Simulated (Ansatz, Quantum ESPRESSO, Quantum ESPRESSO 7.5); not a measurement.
# Evanescent states of BP, zinc blende type, lattice constant set to 4.55 Å

Wanted: the complex band structure of BP, zinc blende type, lattice constant set to 4.55 Å, as for a tunnel barrier.

Calculated with Quantum ESPRESSO 7.5; plane-wave DFT, PBE, GBRV ultrasoft pseudopotentials (cross-check by Ansatz 0.2.0 with PAW datasets).

Report form: the programs' logs are mostly left out.

## Step 1: Set-up

It takes space group F-43m (No. 216, cubic). Conventional cell: a = 4.550 Å, b = 4.550 Å, c = 4.550 Å, α = 90.00°, β = 90.00°, γ = 90.00°. Nearest to B lie 4 P at 1.97 Å. P has 4 B at 1.97 Å nearest. Farther neighbours are not listed.

## Step 2: Ground state

pwcond needs a cell whose third axis lies along the current and stands perpendicular to the other two.

The input, scf.in:

```
&control
  prefix = 'scf'
  outdir = './out'
  pseudo_dir = './pseudo'
  calculation = 'scf'
  tprnfor = .true.
/
&system
  ibrav = 0
  nat = 4
  ntyp = 2
  ecutwfc = 40
  ecutrho = 200
  occupations = 'fixed'
  nbnd = 12
/
&electrons
  conv_thr = 1e-09
  mixing_beta = 0.6
  electron_maxstep = 120
/
ATOMIC_SPECIES
  B   10.8100  b_pbe_v1.4.uspp.F.UPF
  P   30.9738  p_pbe_v1.5.uspp.F.UPF
CELL_PARAMETERS angstrom
  3.21733585439879 0.00000000000000 0.00000000000000
  0.00000000000000 3.21733585439879 0.00000000000000
  0.00000000000000 0.00000000000000 4.55000000000000
ATOMIC_POSITIONS crystal
  B   0.000000000000 0.000000000000 0.000000000000
  P   0.500000000000 0.000000000000 0.250000000000
  B   0.500000000000 0.500000000000 0.500000000000
  P   0.000000000000 0.500000000000 0.750000000000
K_POINTS automatic
  8 8 6 0 0 0
```

The run is started by

```bash
OMP_NUM_THREADS=1 mpirun -n 2 pw.x -nk 2 -in scf.in > scf.out
```

It took 14 s on 2 MPI ranks of Arm Neoverse N1, shared host; peak memory 0.16 GiB.

Read from the output:

```
free energy                          : -597.9279 eV
valence top, on the run's zero       : 9.107 eV
conduction bottom, on the run's zero : 10.37 eV
gap by band count                    : 1.260 eV
```

The run needed 9 iterations to bring the estimated error under 1e-09 Ry.

## Step 3: Complex band structure

ikind = 0 solves one period of the crystal for all kz, real and complex, at each energy and k across. ewind and epsproj trim the two-dimensional plane-wave basis; nz1 sets the subslabs.

The input, cbs.in:

```
&inputcond
  outdir = './out'
  prefixl = 'scf'
  band_file = 'cbs'
  ikind = 0
  ewind = 4.0
  epsproj = 1e-05
  nz1 = 7
  energy0 = 4.48
  denergy = -0.16
/
4
  0.00000000 0.00000000 1.00000000
  0.50000000 0.00000000 1.00000000
  0.50000000 0.50000000 1.00000000
  0.25000000 0.00000000 1.00000000
41
```

The run is started by

```bash
OMP_NUM_THREADS=1 mpirun -n 2 pwcond.x -in cbs.in > cbs.out
```

Run time: 2.4 min. Hardware: 2 MPI ranks; peak memory 0.12 GiB; 4.6 min of CPU time.

This step gave:

| Item | Value |
| --- | --- |
| peak of the smallest κ at the zone centre | 0.21 Å⁻¹ |
| energy of the peak at the zone centre | 1.12 eV |
| peak of the smallest κ at (1/2, 0) | 0.301 Å⁻¹ |
| peak of the smallest κ at (1/4, 0) | 0.301 Å⁻¹ |

K across = (0, 0) in the cell's reciprocal vectors; values within 0.0025 1/Å of each other count once, columns are sorted by size at each energy, a dash where no further value was kept. Im kz of the slowest decaying states against energy, zero at the highest filled level of the SCF mesh:

| energy (eV) | decay 1 (Å⁻¹) | decay 2 (Å⁻¹) | decay 3 (Å⁻¹) |
| --- | --- | --- | --- |
| -1.92 | 0.961 | 1.96 | 1.97 |
| -1.76 | 0.936 | 1.95 | 1.96 |
| -1.44 | 0.886 | 1.92 | 1.94 |
| -1.28 | 0.86 | 1.91 | 1.93 |
| -0.96 | 0.805 | 1.89 | 1.90 |
| -0.80 | 0.776 | 1.88 | 1.89 |
| -0.64 | 0.746 | 1.87 | 1.88 |
| -0.32 | 0.682 | 1.84 | 1.86 |
| -0.16 | 0.647 | 1.83 | 1.84 |
| 0.00 | 0.006 | 0.012 | 0.611 |
| 0.32 | 0.138 | 0.164 | 0.53 |
| 0.48 | 0.164 | 0.199 | 0.484 |
| 0.80 | 0.197 | 0.251 | 0.375 |
| 0.96 | 0.208 | 0.272 | 0.305 |
| 1.12 | 0.21 | 0.216 | 0.291 |
| 1.44 | 0.077 | 0.224 | 0.322 |
| 1.60 | 0.064 | 0.225 | 0.336 |
| 1.76 | 0.225 | 0.348 | 1.69 |
| 2.08 | 0.217 | 0.369 | 1.66 |
| 2.24 | 0.21 | 0.378 | 1.65 |
| 2.56 | 0.189 | 0.395 | 1.62 |
| 2.72 | 0.175 | 0.402 | 1.61 |
| 2.88 | 0.157 | 0.409 | 1.6 |
| 3.20 | 0.101 | 0.422 | 1.57 |
| 3.36 | 0.045 | 0.427 | 1.56 |
| 3.52 | 0.132 | 0.433 | 1.55 |
| 3.84 | 0.233 | 0.445 | 1.52 |
| 4.00 | 0.261 | 0.451 | 1.50 |
| 4.32 | 0.297 | 0.464 | 1.48 |
| 4.48 | 0.308 | 0.47 | 1.46 |

K across = (0, 0) in the cell's reciprocal vectors. Table of Re kz of states that move upwards by energy, zero at the highest filled level of the SCF mesh:

| energy (eV) | channel 1 (Å⁻¹) | channel 2 (Å⁻¹) | channel 3 (Å⁻¹) |
| --- | --- | --- | --- |
| -1.92 | -0.504 | -0.504 | -0.458 |
| -1.60 | -0.436 | -0.436 | -0.411 |
| -1.28 | -0.369 | -0.369 | -0.361 |
| -0.96 | -0.307 | -0.303 | -0.303 |
| -0.64 | -0.246 | -0.234 | -0.234 |
| -0.32 | -0.170 | -0.156 | -0.156 |
| -0.16 | -0.119 | -0.107 | -0.107 |
| 0.00 | - | - | - |
| 0.16 | - | - | - |
| 0.48 | - | - | - |
| 0.80 | - | - | - |
| 1.12 | - | - | - |
| 1.44 | 0.489 | - | - |
| 1.76 | 0.0795 | 0.661 | - |
| 2.08 | -0.590 | 0.196 | - |
| 2.40 | -0.476 | 0.280 | - |
| 2.72 | -0.366 | 0.350 | - |
| 2.88 | -0.309 | 0.381 | - |
| 3.20 | -0.178 | 0.439 | - |
| 3.52 | 0.0833 | 0.0833 | 0.492 |
| 3.84 | 0.164 | 0.164 | 0.541 |
| 4.16 | 0.223 | 0.223 | 0.586 |
| 4.48 | 0.274 | 0.274 | 0.630 |

K across = (1/2, 0) in the cell's reciprocal vectors; values within 0.0025 1/Å of each other count once, columns are sorted by size at each energy, a dash where no further value was kept. Im kz of the slowest decaying states against energy, zero at the highest filled level of the SCF mesh:

| energy (eV) | decay 1 (Å⁻¹) | decay 2 (Å⁻¹) | decay 3 (Å⁻¹) |
| --- | --- | --- | --- |
| -1.92 | 1.35 | 2.29 | - |
| -1.76 | 1.34 | 2.28 | - |
| -1.44 | 0.135 | 0.447 | 1.30 |
| -1.28 | 0.164 | 0.508 | 1.28 |
| -0.96 | 0.206 | 0.58 | 1.24 |
| -0.80 | 0.223 | 0.602 | 1.22 |
| -0.64 | 0.237 | 0.619 | 1.20 |
| -0.32 | 0.259 | 0.64 | 1.16 |
| -0.16 | 0.268 | 0.647 | 1.14 |
| 0.00 | 0.276 | 0.651 | 1.12 |
| 0.32 | 0.288 | 0.653 | 1.08 |
| 0.48 | 0.293 | 0.652 | 1.05 |
| 0.80 | 0.299 | 0.646 | 1.01 |
| 0.96 | 0.3 | 0.641 | 0.984 |
| 1.12 | 0.301 | 0.635 | 0.959 |
| 1.44 | 0.3 | 0.62 | 0.908 |
| 1.60 | 0.297 | 0.611 | 0.881 |
| 1.76 | 0.294 | 0.601 | 0.853 |
| 2.08 | 0.284 | 0.578 | 0.794 |
| 2.24 | 0.278 | 0.565 | 0.762 |
| 2.56 | 0.26 | 0.537 | 0.693 |
| 2.72 | 0.249 | 0.52 | 0.656 |
| 2.88 | 0.235 | 0.503 | 0.615 |
| 3.20 | 0.198 | 0.464 | 0.52 |
| 3.36 | 0.173 | 0.442 | 0.461 |
| 3.52 | 0.138 | 0.39 | 0.418 |
| 3.84 | 0.094 | 0.363 | 1.88 |
| 4.00 | 0.331 | 1.87 | 2.67 |
| 4.32 | 0.168 | 0.249 | 1.84 |
| 4.48 | 0.174 | 0.193 | 1.83 |

K across = (1/2, 1/2) in the cell's reciprocal vectors; values within 0.0025 1/Å of each other count once, columns are sorted by size at each energy, a dash where no further value was kept. Im kz of the slowest decaying states against energy, zero at the highest filled level of the SCF mesh:

| energy (eV) | decay 1 (Å⁻¹) | decay 2 (Å⁻¹) | decay 3 (Å⁻¹) |
| --- | --- | --- | --- |
| -1.92 | 0.326 | 0.329 | 2.23 |
| -1.76 | 0.327 | 0.33 | 2.22 |
| -1.44 | 0.326 | 0.33 | 2.20 |
| -1.28 | 0.324 | 0.328 | 2.19 |
| -0.96 | 0.316 | 0.322 | 2.17 |
| -0.80 | 0.311 | 0.318 | 2.16 |
| -0.64 | 0.304 | 0.313 | 2.15 |
| -0.32 | 0.288 | 0.3 | 2.13 |
| -0.16 | 0.279 | 0.291 | 2.12 |
| 0.00 | 0.267 | 0.282 | 2.11 |
| 0.32 | 0.24 | 0.26 | 2.09 |
| 0.48 | 0.224 | 0.247 | 2.08 |
| 0.80 | 0.183 | 0.217 | 2.06 |
| 0.96 | 0.157 | 0.198 | 2.04 |
| 1.12 | 0.123 | 0.176 | 2.03 |
| 1.44 | 0.117 | 2.01 | 2.22 |
| 1.60 | 0.066 | 2 | 2.21 |
| 1.76 | 1.99 | 2.20 | 2.31 |
| 2.08 | 1.97 | 2.18 | 2.29 |
| 2.24 | 1.96 | 2.17 | 2.28 |
| 2.56 | 1.93 | 2.15 | 2.26 |
| 2.72 | 1.92 | 2.15 | 2.25 |
| 2.88 | 1.91 | 2.13 | 2.24 |
| 3.20 | 1.88 | 2.12 | 2.21 |
| 3.36 | 1.87 | 2.10 | 2.20 |
| 3.52 | 1.86 | 2.10 | 2.19 |
| 3.84 | 1.83 | 2.08 | 2.17 |
| 4.00 | 1.82 | 2.06 | 2.16 |
| 4.32 | 1.80 | 2.04 | 2.13 |
| 4.48 | 1.78 | 2.03 | 2.12 |

K across = (1/4, 0) in the cell's reciprocal vectors; values within 0.0025 1/Å of each other count once, columns are sorted by size at each energy, a dash where no further value was kept. Im kz of the slowest decaying states against energy, zero at the highest filled level of the SCF mesh:

| energy (eV) | decay 1 (Å⁻¹) | decay 2 (Å⁻¹) | decay 3 (Å⁻¹) |
| --- | --- | --- | --- |
| -1.92 | 1.08 | 1.43 | 1.59 |
| -1.76 | 1.06 | 1.41 | 1.57 |
| -1.44 | 1.01 | 1.38 | 1.54 |
| -1.28 | 0.991 | 1.36 | 1.52 |
| -0.96 | 0.096 | 0.944 | 1.33 |
| -0.80 | 0.139 | 0.919 | 1.31 |
| -0.64 | 0.169 | 0.895 | 1.29 |
| -0.32 | 0.13 | 0.213 | 0.843 |
| -0.16 | 0.195 | 0.229 | 0.816 |
| 0.00 | 0.239 | 0.243 | 0.788 |
| 0.32 | 0.266 | 0.301 | 0.729 |
| 0.48 | 0.275 | 0.324 | 0.697 |
| 0.80 | 0.288 | 0.359 | 0.629 |
| 0.96 | 0.293 | 0.372 | 0.592 |
| 1.12 | 0.296 | 0.383 | 0.553 |
| 1.44 | 0.3 | 0.399 | 0.463 |
| 1.60 | 0.301 | 0.405 | 0.41 |
| 1.76 | 0.3 | 0.348 | 0.408 |
| 2.08 | 0.161 | 0.295 | 0.41 |
| 2.24 | 0.291 | 0.408 | 0.951 |
| 2.56 | 0.279 | 0.398 | 0.909 |
| 2.72 | 0.27 | 0.39 | 0.889 |
| 2.88 | 0.26 | 0.379 | 0.868 |
| 3.20 | 0.233 | 0.347 | 0.828 |
| 3.36 | 0.215 | 0.325 | 0.808 |
| 3.52 | 0.192 | 0.298 | 0.789 |
| 3.84 | 0.116 | 0.218 | 0.753 |
| 4.00 | 0.028 | 0.153 | 0.736 |
| 4.32 | 0.099 | 0.704 | 1.08 |
| 4.48 | 0.058 | 0.084 | 0.667 |

## Step 4: Complex band structure, with nz1 = 11

A sensitivity test on the input.

cbs.w.in, as its differences from the input of step 3:

```diff
@@ -3,3 +3,3 @@
   prefixl = 'scf'
-  band_file = 'cbs'
+  band_file = 'cbs.w'
   ikind = 0
@@ -7,3 +7,3 @@
   epsproj = 1e-05
-  nz1 = 7
+  nz1 = 11
   energy0 = 4.48
```

The run is started by

```bash
OMP_NUM_THREADS=1 mpirun -n 2 pwcond.x -in cbs.w.in > cbs.w.out
```

It took 2.6 min on 2 MPI ranks; peak memory 0.12 GiB; 5 min of CPU time.

Beside the run it was changed from:

| quantity | this run | unchanged run | difference |
| --- | --- | --- | --- |
| peak of the smallest κ at the zone centre (Å⁻¹) | 0.21 | 0.21 | 0 |
| peak of the smallest κ at (1/2, 0) (Å⁻¹) | 0.301 | 0.301 | 0 |
| wall time (s) | 154 | 143 |  |

The physical values in this table stay within 0.05 %.

## Step 5: The same in Ansatz

As a check, the same structure is run in Ansatz.

Level of this step: plane-wave DFT, PBE, Ansatz PAW (Ansatz 0.2.0).

The input, input.yaml:

```yaml
crystal:
  lattice:
    - [3.2173358544, 0.0, 0.0]
    - [0.0, 3.2173358544, 0.0]
    - [0.0, 0.0, 4.55]
  atoms:
    - { symbol: B, position: [0.0, 0.0, 0.0] }
    - { symbol: P, position: [0.5, 0.0, 0.25] }
    - { symbol: B, position: [0.5, 0.5, 0.5] }
    - { symbol: P, position: [0.0, 0.5, 0.75] }
kpoints:
  mp_grid: { grid: [8, 8, 6] }
hamiltonian:
  xc: pbe
scf:
  occupations: { method: fixed }
  convergence: { dr2_threshold: 1.0e-09 }
output:
  transmission:
    leads: [[0, 0]]
    kpoints: [[0, 0], [0.5, 0], [0.5, 0.5], [0.25, 0]]
    e_range: [-1.92, 4.48]
    de: 0.16
```

The run is started by

```bash
ansatz run input.yaml --threads 2 --pin off --max-ram 4096MiB --backend cpu --events-out ev --progress --plain --runs-dir out
```

Elapsed: 25 s, on 2 threads; peak memory 0.31 GiB.

This step gave:

```
free energy                                      : -1824.8931 eV
gap by band count                                : 1.250 eV
symmetry operations                              : 16
slowest decay at the grid energy nearest mid-gap : 0.1824 Å⁻¹
peak of the smallest κ at the zone centre        : 0.2075 Å⁻¹
energy of the peak at the zone centre            : 0.96 eV
peak of the smallest κ at (1/2, 0)               : 0.3005 Å⁻¹
peak of the smallest κ at (1/4, 0)               : 0.3003 Å⁻¹
valence top, on the run's zero                   : 9.157 eV
```

K across = (0, 0) in the cell's reciprocal vectors; values within 0.0025 1/Å of each other count once, columns are sorted by size at each energy, a dash where no further value was kept. Table of Im kz of the slowest decaying states by energy, zero at the highest filled level of the SCF mesh:

| energy (eV) | decay 1 (Å⁻¹) | decay 2 (Å⁻¹) | decay 3 (Å⁻¹) |
| --- | --- | --- | --- |
| -1.92 | 0.959 | - | - |
| -1.60 | 0.910 | - | - |
| -1.28 | 0.858 | - | - |
| -0.96 | 0.803 | - | - |
| -0.64 | 0.744 | - | - |
| -0.32 | 0.680 | - | - |
| -0.16 | 0.645 | - | - |
| 0.00 | 0.00467 | 0.609 | - |
| 0.16 | 0.101 | 0.117 | 0.570 |
| 0.48 | 0.163 | 0.199 | 0.481 |
| 0.80 | 0.197 | 0.251 | 0.371 |
| 1.12 | 0.204 | 0.215 | 0.290 |
| 1.44 | 0.0811 | 0.224 | 0.322 |
| 1.76 | 0.224 | 0.347 | - |
| 2.08 | 0.217 | 0.368 | - |
| 2.40 | 0.201 | 0.386 | - |
| 2.72 | 0.174 | 0.401 | - |
| 2.88 | 0.156 | 0.408 | - |
| 3.20 | 0.1000 | 0.420 | - |
| 3.52 | 0.134 | 0.432 | - |
| 3.84 | 0.233 | 0.444 | - |
| 4.16 | 0.282 | 0.456 | 1.49 |
| 4.48 | 0.308 | 0.469 | 1.46 |

K across = (0, 0) in the cell's reciprocal vectors. Table of Re kz of states that move upwards by energy, zero at the highest filled level of the SCF mesh:

| energy (eV) | channel 1 (Å⁻¹) | channel 2 (Å⁻¹) | channel 3 (Å⁻¹) |
| --- | --- | --- | --- |
| -1.92 | -0.504 | -0.504 | -0.457 |
| -1.76 | -0.470 | -0.470 | -0.434 |
| -1.60 | -0.436 | -0.436 | -0.411 |
| -1.44 | -0.402 | -0.402 | -0.386 |
| -1.28 | -0.369 | -0.369 | -0.361 |
| -1.12 | -0.336 | -0.336 | -0.335 |
| -0.96 | -0.307 | -0.303 | -0.303 |
| -0.64 | -0.246 | -0.234 | -0.234 |
| -0.48 | -0.211 | -0.197 | -0.197 |
| -0.32 | -0.171 | -0.156 | -0.156 |
| -0.16 | -0.119 | -0.107 | -0.107 |
| 0.00 | - | - | - |
| 0.16 | - | - | - |
| 0.32 | - | - | - |
| 0.48 | - | - | - |
| 0.64 | - | - | - |
| 0.80 | - | - | - |
| 0.96 | - | - | - |
| 1.12 | - | - | - |
| 1.44 | 0.494 | - | - |
| 1.60 | 0.588 | - | - |
| 1.76 | 0.0826 | 0.665 | - |
| 1.92 | -0.649 | 0.148 | - |
| 2.08 | -0.588 | 0.198 | - |
| 2.24 | -0.530 | 0.242 | - |
| 2.40 | -0.474 | 0.282 | - |
| 2.56 | -0.419 | 0.318 | - |
| 2.72 | -0.364 | 0.351 | - |
| 2.88 | -0.308 | 0.383 | - |
| 3.04 | -0.247 | 0.413 | - |
| 3.20 | -0.176 | 0.441 | - |
| 3.52 | 0.0850 | 0.0850 | 0.493 |
| 3.68 | 0.130 | 0.130 | 0.518 |
| 3.84 | 0.165 | 0.165 | 0.542 |
| 4.00 | 0.196 | 0.196 | 0.565 |
| 4.16 | 0.224 | 0.224 | 0.588 |
| 4.32 | 0.250 | 0.250 | 0.610 |
| 4.48 | 0.275 | 0.275 | 0.631 |

K across = (1/2, 0) in the cell's reciprocal vectors; values within 0.0025 1/Å of each other count once, columns are sorted by size at each energy, a dash where no further value was kept. Im kz of the slowest decaying states against energy, zero at the highest filled level of the SCF mesh:

| energy (eV) | decay 1 (Å⁻¹) | decay 2 (Å⁻¹) | decay 3 (Å⁻¹) |
| --- | --- | --- | --- |
| -1.92 | 1.35 | - | - |
| -1.76 | 1.34 | - | - |
| -1.60 | 0.0950 | 0.342 | 1.32 |
| -1.44 | 0.135 | 0.447 | 1.30 |
| -1.28 | 0.164 | 0.509 | 1.28 |
| -1.12 | 0.187 | 0.550 | 1.26 |
| -0.96 | 0.206 | 0.580 | 1.24 |
| -0.64 | 0.236 | 0.619 | 1.20 |
| -0.48 | 0.249 | 0.631 | 1.18 |
| -0.32 | 0.259 | 0.640 | 1.16 |
| -0.16 | 0.268 | 0.646 | 1.14 |
| 0.00 | 0.276 | 0.650 | 1.12 |
| 0.16 | 0.282 | 0.653 | 1.10 |
| 0.32 | 0.288 | 0.653 | 1.08 |
| 0.48 | 0.292 | 0.652 | 1.05 |
| 0.64 | 0.296 | 0.649 | 1.03 |
| 0.80 | 0.298 | 0.646 | 1.01 |
| 0.96 | 0.300 | 0.641 | 0.982 |
| 1.12 | 0.301 | 0.635 | 0.958 |
| 1.44 | 0.299 | 0.620 | 0.906 |
| 1.60 | 0.297 | 0.611 | 0.879 |
| 1.76 | 0.293 | 0.601 | 0.851 |
| 1.92 | 0.289 | 0.590 | 0.822 |
| 2.08 | 0.284 | 0.578 | 0.792 |
| 2.24 | 0.277 | 0.565 | 0.760 |
| 2.40 | 0.269 | 0.551 | 0.727 |
| 2.56 | 0.259 | 0.536 | 0.691 |
| 2.72 | 0.247 | 0.520 | 0.653 |
| 2.88 | 0.234 | 0.502 | 0.612 |
| 3.04 | 0.217 | 0.484 | 0.567 |
| 3.20 | 0.197 | 0.463 | 0.516 |
| 3.52 | 0.134 | 0.385 | 0.417 |
| 3.68 | 0.0693 | 0.286 | 0.391 |
| 3.84 | 0.0657 | 0.362 | - |
| 4.00 | 0.329 | - | - |
| 4.16 | 0.136 | 0.292 | - |
| 4.32 | 0.169 | 0.247 | - |
| 4.48 | 0.174 | 0.190 | - |

K across = (1/2, 1/2) in the cell's reciprocal vectors; values within 0.0025 1/Å of each other count once, columns are sorted by size at each energy, a dash where no further value was kept. Table of Im kz of the slowest decaying states by energy, zero at the highest filled level of the SCF mesh:

| energy (eV) | decay 1 (Å⁻¹) | decay 2 (Å⁻¹) |
| --- | --- | --- |
| -1.92 | 0.325 | 0.329 |
| -1.60 | 0.326 | 0.331 |
| -1.28 | 0.323 | 0.328 |
| -0.96 | 0.315 | 0.322 |
| -0.64 | 0.304 | 0.313 |
| -0.32 | 0.287 | 0.299 |
| -0.16 | 0.278 | 0.291 |
| 0.00 | 0.266 | 0.282 |
| 0.16 | 0.254 | 0.271 |
| 0.48 | 0.223 | 0.247 |
| 0.80 | 0.181 | 0.216 |
| 1.12 | 0.120 | 0.175 |
| 1.44 | 0.115 | - |
| 1.76 | - | - |
| 2.08 | - | - |
| 2.40 | - | - |
| 2.72 | - | - |
| 2.88 | - | - |
| 3.20 | - | - |
| 3.52 | - | - |
| 3.84 | - | - |
| 4.16 | - | - |
| 4.48 | - | - |

K across = (1/4, 0) in the cell's reciprocal vectors; values within 0.0025 1/Å of each other count once, columns are sorted by size at each energy, a dash where no further value was kept. Table of Im kz of the slowest decaying states by energy, zero at the highest filled level of the SCF mesh:

| energy (eV) | decay 1 (Å⁻¹) | decay 2 (Å⁻¹) | decay 3 (Å⁻¹) |
| --- | --- | --- | --- |
| -1.92 | 1.08 | 1.43 | - |
| -1.60 | 1.03 | 1.40 | - |
| -1.28 | 0.989 | 1.36 | - |
| -0.96 | 0.0954 | 0.942 | 1.33 |
| -0.64 | 0.169 | 0.893 | 1.30 |
| -0.32 | 0.130 | 0.213 | 0.841 |
| -0.16 | 0.195 | 0.229 | 0.814 |
| 0.00 | 0.239 | 0.243 | 0.786 |
| 0.16 | 0.255 | 0.273 | 0.757 |
| 0.48 | 0.274 | 0.324 | 0.695 |
| 0.80 | 0.288 | 0.359 | 0.627 |
| 1.12 | 0.296 | 0.383 | 0.550 |
| 1.44 | 0.300 | 0.399 | 0.460 |
| 1.76 | 0.300 | 0.344 | 0.408 |
| 2.08 | 0.152 | 0.295 | 0.409 |
| 2.40 | 0.285 | 0.403 | 0.930 |
| 2.72 | 0.269 | 0.389 | 0.888 |
| 2.88 | 0.259 | 0.378 | 0.867 |
| 3.20 | 0.232 | 0.346 | 0.827 |
| 3.52 | 0.190 | 0.297 | 0.788 |
| 3.84 | 0.113 | 0.216 | 0.752 |
| 4.16 | 0.0929 | 0.719 | 0.737 |
| 4.48 | 0.0613 | 0.0827 | 0.666 |

## Step 6: Worked from the printed numbers

T falls as exp(−2κd). With κ = 0.182 1/Å, 10 Å of barrier pass exp(−2 × 0.182 × 10) = 0.026 of that channel, interfaces aside.

## Step 7: Summary of results

* gap on the SCF mesh: 1.26 eV
* smallest κ at mid-gap among the four k points, at the zone centre: 0.182 Å⁻¹
* peak of the smallest κ in the stop band at the zone centre: 0.210 Å⁻¹
* peak of the smallest κ in the stop band at (1/2, 0): 0.301 Å⁻¹
* peak of the smallest κ in the stop band at (1/4, 0): 0.301 Å⁻¹
* energy of the peak at the zone centre, over the highest filled level: 1.12 eV
* peak at the zone centre by Ansatz: 0.207 Å⁻¹

In words: With a gap of 1.26 eV on the mesh, the smallest κ at mid-gap among the four k points, at the zone centre is 0.182 Å⁻¹ (PBE, GBRV ultrasoft). For a barrier with the Fermi level at mid-gap the slowest state found, at the zone centre, loses a factor of ten in probability every 6.3 Å or so. Stop bands away from the zone centre are mostly wider than the gap, so their peaks can lie above the conduction bottom. At the zone centre pwcond's peak is 0.210 and Ansatz's 0.207 1/Å, 1 % apart. The cell is the a/√2 one, turned by 45°, with two primitive cells, so X along [001] folds onto kz = 0. A semilocal gap is too small, often by a third to a half and by more in narrow-gap crystals, so real barriers decay faster.

[Logs are printed without paths, hosts, clocks, repeated set-up lines and the standing remarks that a program may print on its own settings, such as how far it seeks lower states.]

[Hosts, paths, dates, database ids (printed as entryN), source tags and the programs' standing remarks are cut or masked in the printed files.]

[Maps of the electrostatic potential energy from Ansatz leave out the sawtooth potential of an applied field or a dipole correction, so their vacuum need not be flat; planar profiles and work functions include it.]
